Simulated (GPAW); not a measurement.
# Ballistic transport through BN in line between two Fe chains, from relaxation to T(E)

Aim: the conductance of BN in line between two Fe chains after relaxation, and whether geometry, basis or functional moves it most.

Main program and level: GPAW 26.7.0; GPAW LCAO, PAW setups; relaxation of the junction within the symmetry of its start, lead ends held, in the first sound run; inputs show where later runs differ.

Report form: the programs' logs are mostly left out.

## Step 1: Starting point

The cell holds 14 atoms: 12 Fe, 1 B and 1 N. Its edges and angles: a = 9.000 Å, b = 9.000 Å, c = 29.707 Å, α = 90.0°, β = 90.0°, γ = 90.0°. Regions: left lead, 6 atoms (6 Fe); channel, 2 atoms (1 B and 1 N); right lead, 6 atoms (6 Fe). Vacuum lies along a and b. The structure is stacked along c, and the current runs across the ab planes.

## Step 2: Relaxation

Transmission follows bond lengths closely, so the atoms between the held lead ends are relaxed first, within whatever symmetry the start has.

Input file run.py:

```python
import json
from ase import Atoms
from ase.constraints import FixAtoms
from ase.optimize import BFGS
from gpaw import GPAW, FermiDirac

device = Atoms(
    ['Fe', 'Fe', 'Fe', 'Fe', 'Fe', 'Fe', 'B', 'N', 'Fe', 'Fe', 'Fe', 'Fe', 'Fe', 'Fe'],
    positions=[
        [4.50000, 4.50000, 1.13000],
        [4.50000, 4.50000, 3.39000],
        [4.50000, 4.50000, 5.65000],
        [4.50000, 4.50000, 7.91000],
        [4.50000, 4.50000, 10.17000],
        [4.50000, 4.50000, 12.43000],
        [4.50000, 4.50000, 14.31610],
        [4.50000, 4.50000, 15.59610],
        [4.50000, 4.50000, 17.27720],
        [4.50000, 4.50000, 19.53720],
        [4.50000, 4.50000, 21.79720],
        [4.50000, 4.50000, 24.05720],
        [4.50000, 4.50000, 26.31720],
        [4.50000, 4.50000, 28.57720]],
    cell=[[9.0, 0.0, 0.0], [0.0, 9.0, 0.0], [0.0, 0.0, 29.7072]],
    pbc=True,
    magmoms=[3.0, 3.0, 3.0, 3.0, 3.0, 3.0, 0.0, 0.0, 3.0, 3.0, 3.0, 3.0, 3.0, 3.0])

device.set_constraint(FixAtoms([0, 1, 2, 3, 4, 9, 10, 11, 12, 13]))
device.calc = GPAW(mode='lcao', basis='dzp', xc='PBE', h=0.18,
                   kpts={'size': (1, 1, 3), 'gamma': True},
                   symmetry={'tolerance': 1e-3, 'extra_ids': [1, 1, 1, 1, 1, 0, 0, 0, 0, 1, 1, 1, 1, 1]},
                   occupations=FermiDirac(0.1), maxiter=250,
                   mixer=dict(beta=0.05, nmaxold=8, weight=100.0),
                   convergence=dict(density=0.0001), txt='relax.txt')
path = []
opt = BFGS(device, maxstep=0.15)
opt.attach(lambda: path.append((device.get_potential_energy(), device.positions.tolist(), device.get_forces().tolist())))
relaxed = bool(opt.run(fmax=0.05, steps=50))
json.dump(dict(relaxed=relaxed, path=path, positions=device.positions.tolist(), moments=device.get_magnetic_moments().tolist(),
               forces=device.get_forces(apply_constraint=False).tolist()), open('result.json', 'w'))
```

Run with:

```bash
$ OMP_NUM_THREADS=1 OPENBLAS_NUM_THREADS=1 python run.py
```

Elapsed: 21 min, on 1 thread of Arm Neoverse V2, shared host; peak memory 1.6 GiB.

Step by step:

```csv
step,energy less that of the first step (eV),largest force (eV/Å)
1,0.0000,2.9715
2,-0.1194,1.1561
3,-0.1717,1.3748
4,-0.1953,0.5379
5,-0.2022,0.2234
6,-0.2040,0.1704
7,-0.2045,0.1134
8,-0.2052,0.2300
9,-0.2059,0.2325
10,-0.2063,0.1172
11,-0.2064,0.0382
```

The atoms that moved most (Å):

```csv
atom,dx,dy,dz,length
Fe6,0.000,0.000,-0.107,0.107
Fe9,0.000,0.000,0.068,0.068
B7,0.000,0.000,-0.048,0.048
N8,0.000,0.000,-0.039,0.039
```

The relaxed structure:

```cif
data_structure
_symmetry_space_group_name_H-M 'P 1'
_symmetry_Int_Tables_number 1
_cell_length_a 9.0000
_cell_length_b 9.0000
_cell_length_c 29.7072
_cell_angle_alpha 90.000
_cell_angle_beta 90.000
_cell_angle_gamma 90.000
_cell_volume 2406.28
loop_
_atom_site_label
_atom_site_type_symbol
_atom_site_fract_x
_atom_site_fract_y
_atom_site_fract_z
_atom_site_occupancy
Fe1 Fe 0.50000 0.50000 0.03804 1
Fe2 Fe 0.50000 0.50000 0.11411 1
Fe3 Fe 0.50000 0.50000 0.19019 1
Fe4 Fe 0.50000 0.50000 0.26627 1
Fe5 Fe 0.50000 0.50000 0.34234 1
Fe6 Fe 0.50000 0.50000 0.41481 1
B7 B 0.50000 0.50000 0.48028 1
N8 N 0.50000 0.50000 0.52368 1
Fe9 Fe 0.50000 0.50000 0.58386 1
Fe10 Fe 0.50000 0.50000 0.65766 1
Fe11 Fe 0.50000 0.50000 0.73373 1
Fe12 Fe 0.50000 0.50000 0.80981 1
Fe13 Fe 0.50000 0.50000 0.88589 1
Fe14 Fe 0.50000 0.50000 0.96196 1
```

Numbers from this step:

| Property | Result |
| --- | --- |
| sum of the site moments | 37.37 μB |

Site moment by atom:

```csv
atom,site moment (μB)
Fe1,3.12
Fe2,3.11
Fe3,3.11
Fe4,3.12
Fe5,3.10
Fe6,3.04
B7,0.01
N8,0.05
Fe9,3.16
Fe10,3.08
Fe11,3.15
Fe12,3.10
Fe13,3.11
Fe14,3.11
```

The relaxation lowered the energy of the cell by 0.206 eV (energies extrapolated to zero smearing; the optimiser's log prints free energies). The largest force left on a free atom is 0.038 eV/Å.

## Step 3: GPAW, dzp

Localised orbitals split the wire into layers that couple to their neighbours alone, which is what the Green's function method needs; double zeta with polarisation is the usual level for numbers.

This step: GPAW LCAO, PAW setups; Landauer transmission from Green's functions with principal layers (ASE), zero bias (GPAW 26.7.0).

Input file run.py:

```python
import json
import numpy as np
from ase import Atoms
from ase.transport.calculators import TransportCalculator
from gpaw import GPAW, FermiDirac
from gpaw.lcao.tools import get_lcao_hamiltonian
from scipy.linalg import eigh

# The junction with lead layers at both ends, along the third cell vector
device = Atoms(
    ['Fe', 'Fe', 'Fe', 'Fe', 'Fe', 'Fe', 'B', 'N', 'Fe', 'Fe', 'Fe', 'Fe', 'Fe', 'Fe'],
    positions=[
        [4.50000, 4.50000, 1.13000],
        [4.50000, 4.50000, 3.39000],
        [4.50000, 4.50000, 5.65000],
        [4.50000, 4.50000, 7.91000],
        [4.50000, 4.50000, 10.17000],
        [4.50000, 4.50000, 12.32292],
        [4.50000, 4.50000, 14.26768],
        [4.50000, 4.50000, 15.55719],
        [4.50000, 4.50000, 17.34473],
        [4.50000, 4.50000, 19.53720],
        [4.50000, 4.50000, 21.79720],
        [4.50000, 4.50000, 24.05720],
        [4.50000, 4.50000, 26.31720],
        [4.50000, 4.50000, 28.57720]],
    cell=[[9.0, 0.0, 0.0], [0.0, 9.0, 0.0], [0.0, 0.0, 29.7072]],
    pbc=True,
    magmoms=[3.0, 3.0, 3.0, 3.0, 3.0, 3.0, 0.0, 0.0, 3.0, 3.0, 3.0, 3.0, 3.0, 3.0])

# One principal layer of the lead: the first 3 atoms of the device
lead = Atoms(
    ['Fe', 'Fe', 'Fe'],
    positions=[
        [4.50000, 4.50000, 1.13000],
        [4.50000, 4.50000, 3.39000],
        [4.50000, 4.50000, 5.65000]],
    cell=[[9.0, 0.0, 0.0], [0.0, 9.0, 0.0], [0.0, 0.0, 6.78]],
    pbc=True,
    magmoms=[3.0, 3.0, 3.0])

settings = dict(mode='lcao', basis='dzp', xc='PBE', h=0.18,
                occupations=FermiDirac(0.1), maxiter=250,
                mixer=dict(beta=0.05, nmaxold=8, weight=100.0),
                convergence=dict(density=0.0001))
energies = np.arange(-2, 2 + 1e-9, 0.025)
eta = 0.0001
n1, n2 = 1, 1
# k and -k transmit alike, so half of the mesh across the current serves
mesh = [(i, j) for i in range(n1) for j in range(n2) if (i, j) <= (-i % n1, -j % n2)]
weights = np.array([1 if (i, j) == (-i % n1, -j % n2) else 2 for i, j in mesh]) / (n1 * n2)


def ground_state(atoms, size, txt):
    atoms.calc = GPAW(kpts={'size': size, 'gamma': True}, symmetry={'tolerance': 1e-3}, txt=txt, **settings)
    atoms.get_potential_energy()
    return atoms.calc.get_fermi_level()


def blocks(atoms, fermi, points, nz, cells):
    """H - E_F S and S between cell 0 and the cells above it, at each point across the current."""
    kz = np.arange(nz) / nz
    calc = atoms.calc.fixed_density(kpts=[(*k, z) for k in points for z in kz], symmetry='off', txt=None)
    H, S = get_lcao_hamiltonian(calc)
    H = (H - fermi * S).reshape(len(H), len(points), nz, *S.shape[1:])
    S = S.reshape(H.shape[1:])
    phases = [np.exp(-2j * np.pi * kz * R) / nz for R in cells]
    return [(np.einsum('skzij,z->ksij', H, p), np.einsum('kzij,z->kij', S, p)) for p in phases]


def pair(a, b):
    return np.block([[a, b], [b.T.conj(), a]])


def count_channels(h, s, cells, nk=240):
    """Half the number of times that the lead's bands cross each energy, unfolded to its shortest repeat."""
    b = len(h) // cells
    bands = []
    for k in (np.arange(nk + 1) + 0.5) / nk:
        hk, sk = h[:b, :b].copy(), s[:b, :b].copy()
        for R in range(1, cells):
            phase, block = np.exp(2j * np.pi * k * R), slice(R * b, (R + 1) * b)
            hk += h[:b, block] * phase + (h[:b, block] * phase).T.conj()
            sk += s[:b, block] * phase + (s[:b, block] * phase).T.conj()
        w, u = eigh(sk)
        x = u[:, w > 1e-5] / w[w > 1e-5]**0.5  # drop near-dependent combinations
        bands.append(np.r_[eigh(x.T.conj() @ hk @ x, eigvals_only=True), [1e9] * (w <= 1e-5).sum()])
    below = np.array(bands)[:, :, None] < energies
    return (below[1:] != below[:-1]).sum((0, 1)) / 2


fermi_lead = ground_state(lead, (1, 1, 17), 'lead.txt')
fermi_device = ground_state(device, (1, 1, 3), 'device.txt')
T, channels, eigen, tail, misfit, shifts = [], [], [], 0.0, 0.0, []
for first in range(0, len(mesh), 283):
    points = [(i / n1, j / n2) for i, j in mesh[first:first + 283]]
    (H0k, S0k), (H1k, S1k), (H2k, _) = blocks(lead, fermi_lead, points, 5, range(3))
    [(Hk, Sk)] = blocks(device, fermi_device, points, 2, [0])
    tail = max(tail, abs(H2k).max())
    for H0, S0, H1, S1, H, S in zip(H0k, S0k, H1k, S1k, Hk, Sk):
        n = len(S0)
        # Shift the lead onto the potential of the device's first layer
        shift = ((H[:, 0, 0] - H0[:, 0, 0]) / S0[0, 0]).real.mean()
        shifts.append(shift)
        misfit = max(misfit, abs(H[:, :n, :n] - H0 - shift * S0).max())
        Tk, Ck, Ek = [], [], []
        for s in range(len(H)):
            t = s % len(H0)  # a lead without moments serves both spins
            h1, s1 = pair(H0[t] + shift * S0, H1[t] + shift * S1), pair(S0, S1)
            leads = dict(h1=h1, s1=s1, energies=energies, eta=eta, eta1=eta, eta2=eta)
            calc = TransportCalculator(h=H[s], s=S, eigenchannels=3, **leads)
            Tk.append(calc.get_transmission())
            Ek.append(np.sort(calc.eigenchannels_ne, axis=0)[::-1])
            Ck.append(count_channels(h1, s1, 6))
        T.append(Tk)
        channels.append(Ck)
        eigen.append(Ek)
T, channels = np.array(T), np.array(channels)
mean, open_channels = np.einsum('kse,k->se', T, weights), np.einsum('kse,k->se', channels, weights)

print(f'basis functions: device {len(S)}, principal layer {n}')
print(f'Fermi level: lead {fermi_lead:.4f} eV, device {fermi_device:.4f} eV; lead shifted by {np.mean(shifts):.4f} eV')
print(f'largest coupling past the next layer {tail:.2e} eV, largest misfit of the first layer {misfit:.3f} eV')
print('  E-E_F (eV)   ' + 'T up        T down      channels up  channels down')
for e, t, c in zip(energies, mean.T, open_channels.T):
    print(f'{e:10.3f}  ', *[f'{x:11.4e}' for x in t], *[f'{x:9.4f}' for x in c])

kT = 8.617333e-5 * 300
fine = np.linspace(energies[0], energies[-1], 4001)
both = np.exp(np.interp(fine, energies, np.log(np.maximum(mean.sum(0) * 2 / len(mean), 1e-30))))
fermi = lambda mu: 1 / (1 + np.exp(np.clip((fine - mu) / kT, -200, 200)))
slope = fermi(0) * (1 - fermi(0)) / kT
G = np.trapezoid(both * slope, fine) / 2
seebeck = -np.trapezoid(both * slope * fine, fine) / (2 * G * 300) * 1e6
print(f'conductance at 300 K: {G:.5g} G0 a cell; thermopower {seebeck:.4g} uV/K')
bias = [0.1, 0.2, 0.5, 1.0, 1.5, 2.0]
current = [38.74 * np.trapezoid(both * (fermi(V / 2) - fermi(-V / 2)), fine) for V in bias]
for V, I in zip(bias, current):
    print(f'current from the zero-bias T(E) at {V} V: {I:.5g} uA')
zero = abs(energies).argmin()
json.dump(dict(energies=energies.tolist(), T=mean.tolist(), channels=open_channels.tolist(), G=G, seebeck=seebeck,
               bias=bias, current=current, tail=tail, misfit=misfit, shift=np.mean(shifts), n_device=len(S), n_lead=n,
               fermi=[fermi_lead, fermi_device], energy=device.get_potential_energy(),
               moments=device.get_magnetic_moments().tolist(), mesh=mesh, weights=weights.tolist(),
               T_k=T[:, :, zero].tolist(), eigen=np.array(eigen[0]).tolist()), open('result.json', 'w'))
```

It took 8.6 min on 1 thread; peak memory 1.8 GiB.

Numbers from this step:

| Quantity | Value |
| --- | --- |
| conductance | 0.4965 G₀ |
| largest coupling past the next principal layer | 5.77e-5 eV |
| largest misfit of the first principal layer | 0.1383 eV |
| shift that aligns the lead | 0.03020 eV |
| basis functions of the junction | 206 |
| basis functions of a principal layer | 45 |
| transmission at the Fermi level, spin up | 0.09581 |
| transmission at the Fermi level, spin down | 0.8947 |

Each spin. Table of transmission, zone mean by energy, zero at the Fermi level:

```csv
energy (eV),"T, spin up","T, spin down"
-2.000,1.72,0.0853
-1.900,1.70,0.0808
-1.800,1.72,0.0765
-1.700,1.78,0.0723
-1.600,1.80,0.0681
-1.500,1.78,0.0639
-1.400,1.74,0.0595
-1.300,1.69,0.0548
-1.200,1.44,0.759
-1.100,0.365,0.786
-1.000,0.218,0.768
-0.900,0.186,0.744
-0.800,0.165,0.768
-0.700,0.150,0.842
-0.600,0.138,0.936
-0.500,0.128,1.01
-0.400,0.120,1.03
-0.300,0.113,1.01
-0.200,0.107,0.961
-0.100,0.101,0.918
0.000,0.0958,0.895
0.100,0.0914,0.893
0.200,0.0875,0.908
0.300,0.0841,0.934
0.400,0.0811,0.966
0.500,0.0786,1.00
0.600,0.0765,1.05
0.700,0.0746,1.10
0.800,0.0731,1.16
0.900,0.0719,1.22
1.000,0.0709,1.29
1.100,0.0701,1.36
1.200,0.0695,1.42
1.300,0.0690,1.47
1.400,0.0686,1.51
1.500,0.0683,1.54
1.600,0.0681,1.57
1.700,0.0679,1.60
1.725,0.0679,1.60
1.800,0.0678,1.55
1.900,0.0676,0.695
2.000,0.0674,0.0634
```

Not self-consistent under bias; the bias window is split evenly. The current through one cell, from the zero-bias transmission by bias:

```csv
bias (V),"current through one cell, from the zero-bias transmission (μA)"
0.100,3.85
0.200,7.72
0.500,19.6
1.000,40.7
1.500,61.9
2.000,83.5
```

The transmission of the three most open eigenchannels by energy, zero at the Fermi level:

```csv
energy (eV),channel 1 up,channel 2 up,channel 3 up,channel 1 down,channel 2 down,channel 3 down
-2.0000,0.715,0.715,0.289,0.0853,0,0
-1.7500,0.783,0.783,0.184,0.0744,0,0
-1.5000,0.796,0.796,0.187,0.0639,0,0
-1.2500,0.629,0.629,0.405,0.357,0.357,0.0523
-1.0000,0.218,1.7e-9,1.7e-9,0.367,0.367,0.0341
-0.7500,0.157,0,0,0.367,0.367,0.0664
-0.5000,0.128,0,0,0.468,0.468,0.0735
-0.2500,0.110,0,0,0.458,0.458,0.0681
0.0000,0.0958,0,0,0.411,0.411,0.0725
0.2500,0.0857,0,0,0.422,0.422,0.0757
0.5000,0.0786,0,0,0.464,0.464,0.0750
0.7500,0.0739,0,0,0.526,0.526,0.0757
1.0000,0.0709,0,0,0.610,0.610,0.0744
1.2500,0.0692,0,0,0.687,0.687,0.0737
1.5000,0.0683,0,0,0.739,0.739,0.0646
1.7500,0.0679,0,0,0.768,0.768,0.0615
2.0000,0.0674,0,0,0.0634,3.8e-10,3.8e-10
```

Couplings past the next layer reach 5.8e-5 eV, small enough to drop; the matrix elements of the cell's first layer differ from the bulk lead's by up to 0.14 eV. That layer keeps its own values in the calculation, and only beyond it is the lead taken as perfect. The Fermi levels of lead and junction count from different zeros of potential, one for each periodic cell; with both set to zero, the small remaining shift is what aligns them. By hand: G = 0.4965 × 77.48 μS = 38.5 μS, a resistance of 26.0 kΩ; at 0.1 V a linear junction would pass 3.85 μA, and the integral over the bias window gives 3.85 μA.

## Step 4: Single-zeta polarised basis

One radial function a shell plus polarisation makes the matrices smaller; the question is what that costs.

run.py: that of step 3 with these lines changed.

```diff
@@ -41,3 +41,3 @@
 
-settings = dict(mode='lcao', basis='dzp', xc='PBE', h=0.18,
+settings = dict(mode='lcao', basis='szp(dzp)', xc='PBE', h=0.18,
                 occupations=FermiDirac(0.1), maxiter=250,
```

Wall time 3.1 min (1 thread); peak memory 1.7 GiB.

This step gave:

- conductance: 0.5665 G₀
- largest coupling past the next principal layer: 5.85e-5 eV
- largest misfit of the first principal layer: 0.1009 eV
- shift that aligns the lead: -0.02850 eV
- basis functions of the junction: 126
- basis functions of a principal layer: 27
- transmission at the Fermi level, spin up: 0.1030
- transmission at the Fermi level, spin down: 1.032

Each spin. Table of transmission, zone mean by energy, zero at the Fermi level:

```csv
energy (eV),"T, spin up","T, spin down"
-2.000,1.76,0.0825
-1.800,1.81,0.0682
-1.600,1.92,0.0537
-1.475,2.02,0.0441
-1.400,1.98,0.0380
-1.200,1.90,0.0199
-1.000,0.139,0.928
-0.800,0.130,0.983
-0.600,0.122,0.957
-0.400,0.115,0.950
-0.200,0.109,1.01
0.000,0.103,1.03
0.200,0.0977,0.992
0.400,0.0928,0.989
0.600,0.0883,1.08
0.800,0.0841,1.20
1.000,0.0802,1.18
1.200,0.0766,1.27
1.400,0.0734,1.34
1.600,0.0705,1.41
1.625,0.0702,1.41
1.800,0.0680,1.29
2.000,0.0657,0.421
```

Not self-consistent under bias; the bias window is split evenly. Current through one cell, from the zero-bias transmission against bias:

```csv
bias (V),"current through one cell, from the zero-bias transmission (μA)"
0.100,4.39
0.200,8.76
0.500,21.7
1.000,42.6
1.500,64.6
2.000,87.9
```

Transmission of the three most open eigenchannels against energy, zero at the Fermi level:

```csv
energy (eV),channel 1 up,channel 2 up,channel 3 up,channel 1 down,channel 2 down,channel 3 down
-2.000,0.750,0.750,0.261,0.0825,0,0
-1.800,0.778,0.778,0.255,0.0682,0,0
-1.600,0.830,0.830,0.264,0.0537,0,0
-1.400,0.892,0.892,0.193,0.0380,0,0
-1.200,0.876,0.876,0.149,0.0199,9.7e-12,9.7e-12
-1.000,0.139,1.3e-8,1.3e-8,0.436,0.436,0.0552
-0.800,0.130,0,0,0.450,0.450,0.0836
-0.600,0.122,0,0,0.432,0.432,0.0930
-0.400,0.115,0,0,0.432,0.432,0.0853
-0.200,0.109,0,0,0.460,0.460,0.0913
0.000,0.103,0,0,0.462,0.462,0.108
0.200,0.0977,0,0,0.440,0.440,0.112
0.400,0.0928,0,0,0.445,0.445,0.0977
0.600,0.0883,0,0,0.500,0.500,0.0811
0.800,0.0841,0,0,0.566,0.566,0.0720
1.000,0.0802,0,0,0.592,0.592,6.6e-4
1.200,0.0766,0,0,0.593,0.593,0.0877
1.400,0.0734,0,0,0.622,0.622,0.0932
1.600,0.0705,0,0,0.663,0.663,0.0879
1.800,0.0680,0,0,0.604,0.604,0.0801
2.000,0.0657,0,0,0.174,0.174,0.0723
```

Site moment by atom:

```csv
atom,site moment (μB)
Fe1,3.19
Fe2,3.17
Fe3,3.15
Fe4,3.20
Fe5,3.21
Fe6,3.02
B7,0.00
N8,0.02
Fe9,3.10
Fe10,3.20
Fe11,3.22
Fe12,3.16
Fe13,3.16
Fe14,3.19
```

The conductance, 0.567 G₀, lies 14 % above that of the dzp run.

## Step 5: GPAW, sz: basis = "sz(dzp)"

One function for each valence shell of the setup, as for a first survey of a large system.

run.py: that of step 4 with these lines changed.

```diff
@@ -41,3 +41,3 @@
 
-settings = dict(mode='lcao', basis='szp(dzp)', xc='PBE', h=0.18,
+settings = dict(mode='lcao', basis='sz(dzp)', xc='PBE', h=0.18,
                 occupations=FermiDirac(0.1), maxiter=250,
```

Wall time 5.3 min (1 thread); peak memory 1.7 GiB.

Numbers from this step:

* conductance: 0.5571 G₀
* largest coupling past the next principal layer: 5.86e-5 eV
* largest misfit of the first principal layer: 0.1406 eV
* shift that aligns the lead: 0.004928 eV
* basis functions of the junction: 80
* basis functions of a principal layer: 18
* transmission at the Fermi level, spin up: 0.07603
* transmission at the Fermi level, spin down: 1.041

Each spin. Transmission, zone mean against energy, zero at the Fermi level:

```csv
energy (eV),"T, spin up","T, spin down"
-2.000,1.49,0.0699
-1.900,1.57,0.0601
-1.800,1.71,0.0509
-1.700,1.88,0.0423
-1.600,2.11,0.0342
-1.550,2.48,0.0303
-1.500,1.90,0.0264
-1.400,1.95,0.0182
-1.300,1.74,0.0126
-1.200,0.762,0.0290
-1.100,0.107,1.10
-1.000,0.103,1.10
-0.900,0.0986,1.07
-0.800,0.0950,0.997
-0.700,0.0917,0.913
-0.600,0.0886,0.849
-0.500,0.0859,0.822
-0.400,0.0835,0.833
-0.300,0.0813,0.875
-0.200,0.0793,0.934
-0.100,0.0776,0.994
0.000,0.0760,1.04
0.100,0.0747,1.06
0.200,0.0734,1.06
0.300,0.0724,1.05
0.400,0.0714,1.03
0.500,0.0706,1.02
0.600,0.0699,1.04
0.700,0.0693,1.08
0.800,0.0687,1.13
0.900,0.0682,1.28
1.000,0.0678,1.40
1.100,0.0675,1.47
1.200,0.0672,1.51
1.300,0.0670,1.52
1.400,0.0668,1.49
1.500,0.0667,1.47
1.600,0.0666,1.46
1.700,0.0666,1.50
1.800,0.0666,1.57
1.850,0.0666,1.59
1.900,0.0666,1.54
2.000,0.0667,0.419
```

The conductance, 0.557 G₀, lies 12 % above that of the dzp run.

## Step 6: RPBE in the dzp basis: xc = "RPBE"

Back in the dzp basis, the functional changes from PBE to RPBE, to set the spread between functionals beside that between bases.

run.py: that of step 5 with these lines changed.

```diff
@@ -41,3 +41,3 @@
 
-settings = dict(mode='lcao', basis='sz(dzp)', xc='PBE', h=0.18,
+settings = dict(mode='lcao', basis='dzp', xc='RPBE', h=0.18,
                 occupations=FermiDirac(0.1), maxiter=250,
```

Elapsed: 7.6 min, on 1 thread; peak memory 1.8 GiB.

Numbers from this step:

| Item | Value |
| --- | --- |
| conductance | 0.4221 G₀ |
| largest coupling past the next principal layer | 6.24e-5 eV |
| largest misfit of the first principal layer | 0.1977 eV |
| shift that aligns the lead | 0.04505 eV |
| basis functions of the junction | 206 |
| basis functions of a principal layer | 45 |
| transmission at the Fermi level, spin up | 0.09796 |
| transmission at the Fermi level, spin down | 0.7407 |

The conductance, 0.422 G₀, lies 15 % below that of the dzp run.

(Continued in part 2 of 2.)

[Logs are printed without paths, hosts, clocks, repeated set-up lines and the standing remarks that a program may print on its own settings, such as how far it seeks lower states.]

[Hosts, paths, dates, database ids (printed as entryN), source tags and the programs' standing remarks are cut or masked in the printed files.]
